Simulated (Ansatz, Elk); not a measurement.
**TaBr3: X-ray structure factors from the self-consistent density**

The structure of TaBr3 used here is made up (a known structure type with other elements) and was relaxed beforehand with PBEsol. The aim is the Fourier transform of its all-electron density, F(hkl), set beside the sum over free spherical atoms that refinements use.

Calculated with Elk 11.2.3 (patched build); DFT, PBE, all-electron APW+lo, Dirac cores, scalar-relativistic bands, static density, no spin.

The structure was built from a prototype and need not be the compound's stable phase.

### Step 1. The starting structure

It takes space group Pm-3m (No. 221, cubic). The conventional cell has a = 5.078 Å, b = 5.078 Å, c = 5.078 Å, α = 90.00°, β = 90.00°, γ = 90.00°. Ta has 6 Br at 2.54 Å nearest. Br has 2 Ta at 2.54 Å nearest. Farther neighbours and most contacts between anions are not listed.

### Step 2. Ground state and structure factors

An all-electron density is needed, since X-rays see the cores too. Task 0 finds the density and task 195 Fourier-transforms it; tshift is off so that phases refer to the origin typed.

Contents of elk.in:

```
tasks
  0
  195

xctype
  20

spinpol
  .false.

rgkmax
  7.0

gmaxvr
  14.0

lmaxo
  7

lmaxapw
  8

swidth
  0.002

tshift
  .false.

ramdisk
  .false.

hmaxvr
  5.5

maxscl
  120

epspot
  1e-06

sppath
  './'

avec
  9.59556538249 0.00000000000 -0.00000000000
  0.00000000000 9.59556538249 0.00000000000
  -0.00000000000 0.00000000000 9.59556538249

atoms
  2
  'Ta.in'
  1
  -0.0000000000 0.0000000000 0.0000000000   0.000000 0.000000 0.000000
  'Br.in'
  3
  0.0000000000 0.0000000000 0.5000000000   0.000000 0.000000 0.000000
  0.0000000000 0.5000000000 -0.0000000000   0.000000 0.000000 0.000000
  0.5000000000 0.0000000000 -0.0000000000   0.000000 0.000000 0.000000

ngridk
  5 5 5
```

The run is started by

```console
OMP_NUM_THREADS=4 elk
```

Numbers of over 12 decimals in the logs are rounded to 6 here.

The log of the run:

```text
┌─────────────────────────┐
│ Elk code version 11.2.3 │
└─────────────────────────┘

All units are atomic (Hartree, Bohr, etc.)

┌─────────────────────────────────────────────────┐
│ Ground-state run starting from atomic densities │
└─────────────────────────────────────────────────┘

Lattice vectors :
   9.595565382       0.000000000      -0.000000000
   0.000000000       9.595565382       0.000000000
  -0.000000000       0.000000000       9.595565382

Reciprocal lattice vectors :
  0.6548009478      -0.000000000       0.000000000
  -0.000000000      0.6548009478      -0.000000000
   0.000000000      -0.000000000      0.6548009478

Unit cell volume      :    883.5104832
Brillouin zone volume :   0.2807552577

Muffin-tin inner radius fraction :   0.1000000000E-01

Nuclei treated as point charges

Species : 1 (Ta)
 parameters loaded from : Ta.in
 name : tantalum
 nuclear charge    :   -73.00000000
 electronic charge :    73.00000000
 atomic mass :    329847.8435
 muffin-tin radius :    2.556498372
 number of radial points in muffin-tin :   1393
 inner part over the whole radius :   0.9947899762E-02
 number on inner part of muffin-tin    :    997
 approximate nuclear radius :   0.1005189763E-03
 number of mesh points to nuclear radius :    522
 atomic positions (lattice), magnetic fields (Cartesian) :
  1 :   0.00000000  0.00000000  0.00000000    0.00000000  0.00000000  0.00000000

Species : 2 (Br)
 parameters loaded from : Br.in
 name : bromine
 nuclear charge    :   -35.00000000
 electronic charge :    35.00000000
 atomic mass :    145656.0816
 muffin-tin radius :    2.191284319
 number of radial points in muffin-tin :    993
 inner part over the whole radius :   0.9884220979E-02
 number on inner part of muffin-tin    :    701
 approximate nuclear radius :   0.7858070945E-04
 number of mesh points to nuclear radius :    346
 atomic positions (lattice), magnetic fields (Cartesian) :
  1 :   0.00000000  0.00000000  0.50000000    0.00000000  0.00000000  0.00000000
  2 :   0.00000000  0.50000000  0.00000000    0.00000000  0.00000000  0.00000000
  3 :   0.50000000  0.00000000  0.00000000    0.00000000  0.00000000  0.00000000

Total number of atoms per unit cell :    4
Total muffin-tin volume :    202.2109667
 ratio of muffin-tin to unit cell volume :   0.2288721758

Spin treatment :
 spin-unpolarised

Number of Bravais lattice symmetries :   48
Number of crystal symmetries         :   48
Crystal has inversion symmetry
Real symmetric eigensolver will be used

k-point grid :      5     5     5
k-point offset :    0.000000000       0.000000000       0.000000000
k-point set is reduced with full crystal symmetry group
Total number of k-points :       10

Muffin-tin radius times maximum |G+k| :    7.000000000
 using average radius
Maximum |G+k| for APW functions       :    3.066694697
Maximum (1/2)|G+k|²                   :    4.702308181
Maximum |G| for potential and density :    14.00000000
Constant for pseudocharge density :    9
 order of it for each species :   16  16
 order of it for pair densities of each species (exact exchange by exxq0 0: 17) :   12   9
Radial integration step length :    1

G-vector grid sizes :     45    45    45
Number of G-vectors :    40843

Maximum angular momentum used for
 APW functions            :    8
 outer part of muffin-tin :    7
 inner part of muffin-tin :    2

Total nuclear charge    :   -178.0000000
Total core charge       :    100.0000000
Total valence charge    :    78.00000000
Total excess charge     :    0.000000000
Total electronic charge :    178.0000000

Effective Wigner radius, rₛ :    1.058199857

Number of empty states         :     16
Total number of valence states :     56
Total number of core states    :    100

Third-order local-orbitals added for an l without core states : T
Total number of local-orbitals :     94

Exchange-correlation functional :     20     0     0
 Perdew-Burke-Ernzerhof, Phys. Rev. Lett. 77, 3865 (1996)
 gradient requirement :    1
[...]
xc potential                :     -779.28695997821
 exchange                    :     -584.76689905379
 correlation                 :     -9.574939
 electron entropic           :    -0.77626192014125E-03
 total energy                :     -23447.399649922

Density of states at Fermi energy :    60.58272395
 (states/Hartree/unit cell)

Estimated indirect band gap :   0.2423389139E-01
 from k-point 7 to k-point 6
Estimated direct band gap   :   0.3150248157E-01
 at k-point 8

Charges :
 core                        :    100.0000000
 valence                     :    78.00000000
 interstitial                :    8.441592529
 muffin-tins (core leakage)
  species : 1 (Ta)
   atom 1                    :    70.72324696     (  0.8938166900E-06)
  species : 2 (Br)
   atom 1                    :    32.94505350     (  0.1007398830E-03)
[...]
total in muffin-tins        :    169.5584075
 total calculated charge     :    177.9993482
 total charge                :    178.0000000
 error                       :   0.6518192994E-03

RMS change in Kohn-Sham potential (target) :   0.1406641274     (  0.1000000000E-05)
Absolute change in total energy (target)   :   0.3660102670     (  0.1000000000E-03)

[... loops 3 to 13 left out ...]

┌──────────────────┐
│ Loop number : 14 │
└──────────────────┘

Energies :
 Fermi                       :     0.140175
 sum of occupied eigenvalues :     -14129.129077628
 electron kinetic            :      25560.098634648
 core electron kinetic       :      24260.570906130
 Coulomb                     :     -48411.672498255
 Coulomb potential           :     -38913.228639679
 nuclear-nuclear             :     -1630.9201567884
 electron-nuclear            :     -54673.891856420
 Hartree                     :      7893.1395149533
 Madelung                    :     -28955.058178416
 xc potential                :     -775.99907259751
 exchange                    :     -584.95195755530
 correlation                 :     -9.576951
 electron entropic           :    -0.79302146133376E-03
 total energy                :     -23446.103565126

Density of states at Fermi energy :    61.70894240
 (states/Hartree/unit cell)

Estimated indirect band gap :   0.2193182176E-01
 from k-point 7 to k-point 1
Estimated direct band gap   :   0.2908510472E-01
 at k-point 8

Charges :
 core                        :    100.0000000
 valence                     :    78.00000000
 interstitial                :    8.265919456
 muffin-tins (core leakage)
  species : 1 (Ta)
[...]
species : 2 (Br)
[...]
total in muffin-tins        :    169.7340805
 total calculated charge     :    177.9992253
 total charge                :    178.0000000
 error                       :   0.7747325590E-03

RMS change in Kohn-Sham potential (target) :   0.1516345491E-06 (  0.1000000000E-05)
Absolute change in total energy (target)   :   0.3862610174E-04 (  0.1000000000E-03)

Convergence targets achieved

┌──────────────────┐
│ Loop number : 15 │
└──────────────────┘

Energies :
 Fermi                       :     0.140175
 sum of occupied eigenvalues :     -14129.129085640
 electron kinetic            :      25560.098627977
 core electron kinetic       :      24260.570899305
 Coulomb                     :     -48411.672501816
 Coulomb potential           :     -38913.228632357
 nuclear-nuclear             :     -1630.9201567884
 electron-nuclear            :     -54673.891870986
 Hartree                     :      7893.1395259585
 Madelung                    :     -28955.058185638
 xc potential                :     -775.99908126033
 exchange                    :     -584.95195772186
 correlation                 :     -9.576951
 electron entropic           :    -0.79302142613274E-03
 total energy                :     -23446.103575530

Density of states at Fermi energy :    61.70893953
 (states/Hartree/unit cell)

Estimated indirect band gap :   0.2193181394E-01
 from k-point 7 to k-point 1
Estimated direct band gap   :   0.2908510148E-01
 at k-point 8

Charges :
 core                        :    100.0000000
 valence                     :    78.00000000
 interstitial                :    8.265918950
 muffin-tins (core leakage)
  species : 1 (Ta)
[...]
species : 2 (Br)
   atom 1                    :    32.93367578     (  0.1004912263E-03)
   atom 2                    :    32.93367578     (  0.1004912263E-03)
   atom 3                    :    32.93367578     (  0.1004912263E-03)
 total in muffin-tins        :    169.7340811
 total calculated charge     :    177.9992253
 total charge                :    178.0000000
 error                       :   0.7747337118E-03

┌──────────────────────────────┐
│ Self-consistent loop stopped │
└──────────────────────────────┘

Warning : core states of species 2 leak from the muffin-tin :   0.1004912263E-03

Wrote STATE.OUT
```

The job ended after 22 s (4 threads of AMD EPYC 7B13 (Zen 3), shared host; peak memory 0.26 GiB).

SFACRHO.OUT:

```text

h k l indices transformed by vhmat matrix:
   1.000000000       0.000000000       0.000000000    
   0.000000000       1.000000000       0.000000000    
   0.000000000       0.000000000       1.000000000    

      h      k      l  multipl.   |H|            Re(F)            Im(F)           |F|

      0      0      0      1   0.0000000       178.00000      0.53188567E-15   178.00000    
      0      0      1      6  0.65480095       101.43861      0.40213409E-14   101.43861    
      0     -1      1     12  0.92602838       35.233498      0.91438520E-17   35.233498    
     -1     -1     -1      8   1.1341485      -23.874952     -0.95958258E-14   23.874952    
      0      0     -2      6   1.3096019       145.51367      0.64882501E-14   145.51367    
     -1     -2      0     24   1.4641794       86.981516      0.30362389E-14   86.981516    
     -2      1      1     24   1.6039282       32.631549      0.12391507E-13   32.631549    
     -2      2      0     12   1.8520568       129.84002      0.54987415E-16   129.84002    
     -2      1     -2     24   1.9644028       78.987136      0.14790067E-13   78.987136    
     -3      0      0      6   1.9644028       79.051420     -0.86502458E-14   79.051420    
      0      3     -1     24   2.0706624       30.557253      0.58049033E-14   30.557253    
      3     -1      1     24   2.1717291      -15.859942      0.87295088E-14   15.859942    
      2      2      2      8   2.2682970       119.60139     -0.16612283E-13   119.60139    
      0      3     -2     24   2.3609184       73.264265      0.13639624E-13   73.264265    
     -3      1      2     48   2.4500408       28.653907     -0.10727893E-13   28.653907    
      4      0      0      6   2.6192038       111.70347     -0.10200507E-13   111.70347    
     -1      0      4     24   2.6998135       68.702557     -0.12639079E-13   68.702557    
      2     -3     -2     24   2.6998135       68.765861     -0.76073833E-14   68.765861
```

Elk indexes on the primitive cell of elk.in and gives |H| = 4π sin θ/λ in inverse bohr. Below, one row stands for each form hkl of the conventional cell (m members, Friedel mates merged), F is for one primitive cell and the density is static (no thermal factor). Free-atom factors are Waasmaier and Kirfel's, and R is Σm||F|−|F'||/Σm|F|.

```tsv
hkl	m	sin θ/λ (Å⁻¹)	abs F, DFT	neutral atoms	diff.
100	6	0.099	101.439	101.421	+0.018
110	12	0.139	35.233	35.367	-0.134
111	8	0.171	23.875	23.585	+0.290
200	6	0.197	145.514	145.505	+0.009
210	24	0.220	86.981	87.118	-0.136
211	24	0.241	32.632	32.809	-0.177
220	12	0.279	129.840	130.091	-0.251
221	24	0.295	78.987	79.163	-0.176
300	6	0.295	79.051	79.163	-0.111
310	24	0.311	30.557	30.590	-0.033
311	24	0.327	15.860	15.938	-0.078
222	8	0.341	119.601	119.811	-0.210
320	24	0.355	73.264	73.385	-0.120
321	48	0.368	28.654	28.643	+0.011
400	6	0.394	111.704	111.946	-0.242
410	24	0.406	68.703	68.813	-0.110
322	24	0.406	68.766	68.813	-0.047
330	12	0.418	27.024	27.021	+0.003
411	24	0.418	27.034	27.021	+0.012
331	24	0.429	13.401	13.516	-0.115
420	24	0.440	105.357	105.517	-0.160
421	48	0.451	64.983	65.035	-0.052
```

### Step 3. The highest occupied states alone

An energy window below the Fermi level keeps the highest occupied states, to see at which angles they scatter; shallow core shells can lie inside it and anion s states outside. No new self-consistency is needed.

Changes to elk.in since step 2:

```diff
@@ -1,3 +1,2 @@
 tasks
-  0
   195
@@ -40,2 +39,5 @@
 
+wsfac
+  -0.227320 0.440170
+
 sppath
```

The run is started by

```console
OMP_NUM_THREADS=4 elk
```

The log of the run:

```text
┌─────────────────────────────────┐
│ Elk code version 11.2.3 started │
└─────────────────────────────────┘

Info(readinput): the functional depends on the density's gradient
 muffin-tin radial points multiplied by    2.00000
 (not where nrmtscf is given)

┌────────────────────┐
│ Current task : 195 │
└────────────────────┘
Info(checkmt): changed muffin-tin radius of species 1 (Ta) from   2.8000 to   2.5565
Info(checkmt): changed muffin-tin radius of species 2 (Br) from   2.4000 to   2.1913

Info(sfacrho): density structure factors written to SFACRHO.OUT

 Energy window :  -0.2273200000      0.4401700000

┌──────────────────┐
│ Elk code stopped │
└──────────────────┘
```

Elapsed: 9.6 s, on 4 threads; peak memory 0.16 GiB; 12 s of CPU time.

States within 10 eV below the Fermi level hold 20.00 electrons; any levels below the window count with the cores. Their amplitudes can exceed the total, where window and core parts have opposite phase:

```tsv
hkl	sin θ/λ (Å⁻¹)	abs F, window	abs F, all
100	0.099	6.199	101.439
110	0.139	1.019	35.233
111	0.171	4.371	23.875
200	0.197	4.156	145.514
210	0.220	1.145	86.981
211	0.241	0.266	32.632
220	0.279	0.501	129.840
221	0.295	0.122	78.987
300	0.295	0.006	79.051
310	0.311	0.037	30.557
```

(Continued in part 2 of 2.)

[Logs are printed without paths, hosts, clocks, repeated set-up lines and the standing remarks that a program may print on its own settings, such as how far it seeks lower states.]

[Hosts, paths, dates, database ids (printed as entryN), source tags and the programs' standing remarks are cut or masked in the printed files.]
